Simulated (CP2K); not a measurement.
Consider nitronium at its PBE geometry (Å).

```xyz
3

O     0.0000    0.0000   -1.1339
N     0.0000    0.0000    0.0000
O     0.0000    0.0000    1.1339
```

Method: CP2K XAS_TDP, all-electron GAPW, PBEh(45%), aug-cc-pVTZ, TDA, no relativity.

Where do the O K-edge lines lie, and how strong are they?

Leading lines: O1 530.19 eV. The leading line of an atom is its first one with 35 % of the strongest within 2.5 eV of its lowest line over the strength cut. 

The first six lines of each atom with a strength over 0.0015:

| atom | energy (eV) | states | strength, one atom |
| --- | --- | --- | --- |
| O1 (bonded to N), 2 alike | 530.19 | 2 | 0.0858 |
|  | 534.42 | 1 | 0.0477 |
|  | 540.39 | 1 | 0.0135 |
|  | 541.62 | 2 | 0.0093 |
|  | 544.21 | 2 | 0.0053 |
|  | 546.73 | 1 | 0.0052 |

Lines are vertical, at one geometry, with no vibrational structure. Without a correction of the core level, line positions, and the gaps between valence and Rydberg lines, follow the share of exact exchange. At this level such K lines come out 3 to 6 eV under measured ones. These values hold no scalar relativity, about 0.4 eV for O 1s. Rydberg lines, and the discretised continuum above threshold, depend on the basis and the box. The ion (charge +1) is isolated, with no counter-ion or solvent.

[Banner, clock and machine lines of the logs are left out without a mark of their own.]

[Logs are printed without paths, hosts, clocks, repeated set-up lines and the standing remarks that a program may print on its own settings, such as how far it seeks lower states.]

[Hosts, paths, dates, database ids (printed as entryN), source tags and the programs' standing remarks are cut or masked in the printed files.]
